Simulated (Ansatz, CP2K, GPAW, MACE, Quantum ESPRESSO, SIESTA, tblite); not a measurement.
# Amorphous Si (76 atoms) in CP2K, part 4 of 4

How do the settings of CP2K change the result for amorphous Si (76 atoms)? A plane-wave run serves as the yardstick.

Program: CP2K 2026.2; the method stands at each step. Banners, paths, timers and routine set-up lines are dropped from the logs unmarked, and long logs keep their key lines alone; longer cuts are marked.

So far. Step 10 (TPSS, PBE potentials, DZVP-MOLOPT-SR, 350/50 Ry …): Against the first run (2.8 %), the force difference from the reference is 5.7 %, at 3.1 times the CPU time; the model has changed, so this is no error of the program alone. Step 11 (BLYP, DZVP-MOLOPT-SR, 350/50 Ry, diagonalisation): Against the first run (2.8 %), the force difference from the reference is 13 %, at 1.00 times the CPU time; the model has changed, so this is no error of the program alone.

## Step 12: PBE+D3(BJ), DZVP-MOLOPT-SR, 350/50 Ry, diagonalisation

Method: Kohn-Sham DFT, PBE+D3(BJ), GTH-PBE pseudopotentials, Gaussian and plane waves, DZVP-MOLOPT-SR-GTH, diagonalisation.

The input, input.inp:

```
&GLOBAL
  PROJECT cell
  RUN_TYPE ENERGY_FORCE
  PRINT_LEVEL LOW
&END GLOBAL
&FORCE_EVAL
  METHOD QS
  STRESS_TENSOR ANALYTICAL
  &DFT
    BASIS_SET_FILE_NAME BASIS_MOLOPT
    POTENTIAL_FILE_NAME GTH_POTENTIALS
    &MGRID
      CUTOFF 350
      REL_CUTOFF 50
    &END MGRID
    &QS
      EPS_DEFAULT 1.0E-12
    &END QS
    &SCF
      SCF_GUESS ATOMIC
      EPS_SCF 1.0E-06
      MAX_SCF 200
      ADDED_MOS 34
      &DIAGONALIZATION
        ALGORITHM STANDARD
      &END DIAGONALIZATION
      &SMEAR ON
        METHOD FERMI_DIRAC
        ELECTRONIC_TEMPERATURE [K] 580
      &END SMEAR
      &MIXING
        METHOD BROYDEN_MIXING
        ALPHA 0.15
        NBROYDEN 8
      &END MIXING
      &PRINT
        &RESTART OFF
        &END RESTART
      &END PRINT
    &END SCF
    &XC
      &XC_FUNCTIONAL PBE
      &END XC_FUNCTIONAL
      &VDW_POTENTIAL
        POTENTIAL_TYPE PAIR_POTENTIAL
        &PAIR_POTENTIAL
          TYPE DFTD3(BJ)
          PARAMETER_FILE_NAME dftd3.dat
          REFERENCE_FUNCTIONAL PBE
        &END PAIR_POTENTIAL
      &END VDW_POTENTIAL
    &END XC
    &PRINT
      &MULLIKEN ON
      &END MULLIKEN
      &LOWDIN ON
      &END LOWDIN
      &MO ON
        EIGENVALUES T
        OCCUPATION_NUMBERS T
        MO_INDEX_RANGE 141 164
        &EACH
          QS_SCF 0
        &END EACH
        ADD_LAST NUMERIC
      &END MO
    &END PRINT
  &END DFT
  &SUBSYS
    &CELL
      A 11.52060 0.00000 0.00000
      B 0.00000 11.52060 0.00000
      C 0.00000 0.00000 11.52060
    &END CELL
    &COORD
[... 76 atom lines left out: the same atoms as in the first run ...]
    &END COORD
    &KIND Si
      BASIS_SET DZVP-MOLOPT-SR-GTH-q4
      POTENTIAL GTH-PBE-q4
    &END KIND
  &END SUBSYS
  &PRINT
    &FORCES ON
    &END FORCES
    &STRESS_TENSOR ON
    &END STRESS_TENSOR
  &END PRINT
&END FORCE_EVAL
```

Run with:

```bash
$ OMP_NUM_THREADS=2 cp2k.psmp -i input.inp > output.txt
```

Numbers of over 12 decimals in the logs are rounded to 6 here.

Log:

```text
CP2K| version string:                                       CP2K version 2026.2
 CP2K| Input file name                                                 input.inp
 GLOBAL| Basis set file name                                        BASIS_MOLOPT
 GLOBAL| Potential file name                                      GTH_POTENTIALS
[... lines left out ...]
 Number of electrons:                                                        304
[... lines left out ...]
  Step     Update method      Time    Convergence         Total energy    Change
[... lines left out ...]
  *** SCF run converged in    18 steps ***
[... lines left out ...]
  Fermi energy:                                                 0.198766
  Total energy:                                              -298.942915
  Total energy (extrapolated to T->0):                       -298.938755
[... lines left out ...]
 MO| E(Fermi):            0.198766 a.u.          5.408691 eV
[... lines left out ...]
 ENERGY| Total FORCE_EVAL ( QS ) energy [hartree]           -298.942929
[... lines left out ...]
 FORCES|      1 -4.20579055E-03 -2.13071877E-03  8.75479744E-04   4.79532078E-03
 FORCES|      2 -1.35343569E-02  4.18837809E-02  1.26074112E-02   4.57862068E-02
 FORCES|      3 -8.85364631E-03  4.48683131E-03 -2.72664984E-02   2.90169027E-02
[...]
FORCES|     75 -7.02808481E-03 -7.09697025E-03  1.78531081E-03   1.01463440E-02
 FORCES|     76 -1.04085828E-02  7.78799878E-03 -4.99051931E-02   5.15705324E-02
 FORCES| Sum     1.88012094E-07  4.26931174E-07 -7.40689229E-09
 FORCES| Total atomic force                                       4.66555074E-07
 STRESS| Analytical stress tensor [bar]
 STRESS|                        x                   y                   z
 STRESS|      x       -1.73159707989E+04  -5.63812243363E+03   1.25740905667E+04
 STRESS|      y       -5.63812243363E+03  -1.97392082984E+04   1.39450374245E+04
 STRESS|      z        1.25740905667E+04   1.39450374245E+04  -1.40025592680E+04
 STRESS| 1/3 Trace                                            -1.70192461218E+04
```

Elapsed: 94 s, on 2 threads of Arm Neoverse V2, shared host; peak memory 1.9 GiB.

Compared with the plane-wave run:

- r.m.s. force component: 0.9223 eV/Å
- r.m.s. difference of force components: 71.05 meV/Å
- longest difference of force vectors: 371.8 meV/Å
- force difference over r.m.s. force: 7.58 %
- slope of forces against the reference's: 0.9813
- correlation of force components: 0.9972
- pressure: -1.702 GPa
- pressure difference: -2.022 GPa

Against the first run (2.8 %), the force difference from the reference is 7.6 %, at 1.00 times the CPU time; the model has changed, so this is no error of the program alone.

## Step 13: Side by side

Differences are against the plane-wave reference, forces as r.m.s. over components; share is that over the reference's r.m.s. force, slope the least-squares factor from reference forces to these. Total energies of different programs have different zeros and aren't compared.

```
                                                                  run  Δ force, r.m.s. (meV/Å)  share (%)  slope  Δ pressure (GPa)  cores  CPU time  memory (GiB)
                                                            reference                        -          -      -                 -      8      40 s           1.4
                 CP2K PBE, DZVP-MOLOPT-SR, 350/50 Ry, diagonalisation                     25.9       2.76  1.012            -0.177      2   2.9 min           1.9
                                       CP2K GFN1-xTB, diagonalisation                      287       30.7  1.165              7.03      1      31 s          0.28
                   CP2K PBE, TZV2P-MOLOPT, 350/50 Ry, diagonalisation                     20.8       2.22  0.999            -0.335      4   7.9 min           3.2
         CP2K PBE, SZV-MOLOPT-SR, 350/50 Ry, diagonalisation (coarse)                      482       51.4  1.322              8.15      1   1.8 min           1.7
                       CP2K PBE, TZVP-UZH, 350/50 Ry, diagonalisation                     25.1       2.68  1.004            -0.149      4     6 min           3.2
                 CP2K PBE, DZVP-MOLOPT-SR, 489/50 Ry, diagonalisation                     25.9       2.76  1.012            -0.177      2   3.4 min           2.9
        CP2K PBE, DZVP-MOLOPT-SR, 350/30 Ry, diagonalisation (coarse)                     25.9       2.76  1.012            -0.175      2   2.3 min           1.9
        CP2K PBE, DZVP-MOLOPT-SR, 244/50 Ry, diagonalisation (coarse)                     25.9       2.76  1.012            -0.177      2   2.8 min           1.4
CP2K TPSS, PBE potentials, DZVP-MOLOPT-SR, 350/50 Ry, diagonalisation                     53.1       5.67  1.014            -0.193      2   8.9 min           1.9
                CP2K BLYP, DZVP-MOLOPT-SR, 350/50 Ry, diagonalisation                      118       12.6  0.999              2.91      2   2.9 min           1.9
          CP2K PBE+D3(BJ), DZVP-MOLOPT-SR, 350/50 Ry, diagonalisation                     71.0       7.58  0.981             -2.02      2   2.9 min           1.9
```

Rows marked coarse were listed beforehand as settings not expected to be converged; some can still land near the reference.

CPU time is summed over cores on a shared host, where runs went side by side, so it is rough. Symmetry, cutoffs, thresholds, outputs and thread counts weren't matched or tuned between programs; memory under MPI is the largest rank's times the ranks.

Within one program, basis, potentials and functional, energies share a zero. Each run against its twin at the usual cutoff or grid and solver:

```
                                                 run                                        twin  Δ energy (meV/atom)  Δ force, r.m.s. (meV/Å)  CPU time over the twin's
CP2K PBE, DZVP-MOLOPT-SR, 489/50 Ry, diagonalisation  DZVP-MOLOPT-SR, 350/50 Ry, diagonalisation              -0.0012                    0.045                       1.2
CP2K PBE, DZVP-MOLOPT-SR, 350/30 Ry, diagonalisation  DZVP-MOLOPT-SR, 350/50 Ry, diagonalisation              -0.0333                    0.265                      0.81
CP2K PBE, DZVP-MOLOPT-SR, 244/50 Ry, diagonalisation  DZVP-MOLOPT-SR, 350/50 Ry, diagonalisation              -9.0e-4                    0.046                      0.95
```

## Step 14: Outcome

```
nearest in forces : CP2K PBE, TZV2P-MOLOPT, 350/50 Ry, diagonalisation, 2.2 %
its CPU time      : 7.9 min
```

What this shows: The PBE runs in local orbitals, coarse settings apart, differ by 2.2 % (CP2K PBE, TZV2P-MOLOPT, 350/50 Ry, diagonalisation) to 2.8 % (CP2K PBE, DZVP-MOLOPT-SR, 350/50 Ry, diagonalisation); basis, grid and potentials can all enter. Tight binding differs by 31 % (CP2K GFN1-xTB, diagonalisation); it is another model, with fitted parameters of its own, and the xTB methods hold dispersion. Rows with another functional or a dispersion term differ by 5.7 % (CP2K TPSS, PBE potentials, DZVP-MOLOPT-SR, 350/50 Ry, diagonalisation) to 13 % (CP2K BLYP, DZVP-MOLOPT-SR, 350/50 Ry, diagonalisation), which mixes the change of model with differences of basis and potentials, some of them made for another functional. CP2K GFN1-xTB, diagonalisation needed 161 SCF steps, so its time overstates the method's usual cost. Runs with settings chosen to be coarse differ by 2.8 % (CP2K PBE, DZVP-MOLOPT-SR, 244/50 Ry, diagonalisation) to 51 % (CP2K PBE, SZV-MOLOPT-SR, 350/50 Ry, diagonalisation), their programs' other errors included. None of the electronic-structure runs in the table takes under half the reference's CPU time of 40 s; they take 0.77 to 13 times as much. In pressure, CP2K PBE, SZV-MOLOPT-SR, 350/50 Ry, diagonalisation misses by +8.2 GPa, at the same functional. Periodic xTB results under one method name differ between programs and library versions. The quench rate of 10 K/ps is many orders above laboratory rates, so the cell is likely richer in defects and strain than a real sample. The network of bonds at the start is that of the classical potential that made the cell, and needn't be the one that DFT or experiment would give. The electronic-structure runs sample only Γ, in a cell whose shortest periodic width is 12 Å, which is coarse for a cell with partly filled levels.

[Also dropped from logs without a mark: logging warnings of Python, and SIESTA's first energy breakdown and zero terms.]

[Logs are printed without paths, hosts, clocks, repeated set-up lines and the standing remarks that a program may print on its own settings, such as how far it seeks lower states.]

[Hosts, paths, dates, database ids (printed as entryN), source tags and the programs' standing remarks are cut or masked in the printed files.]
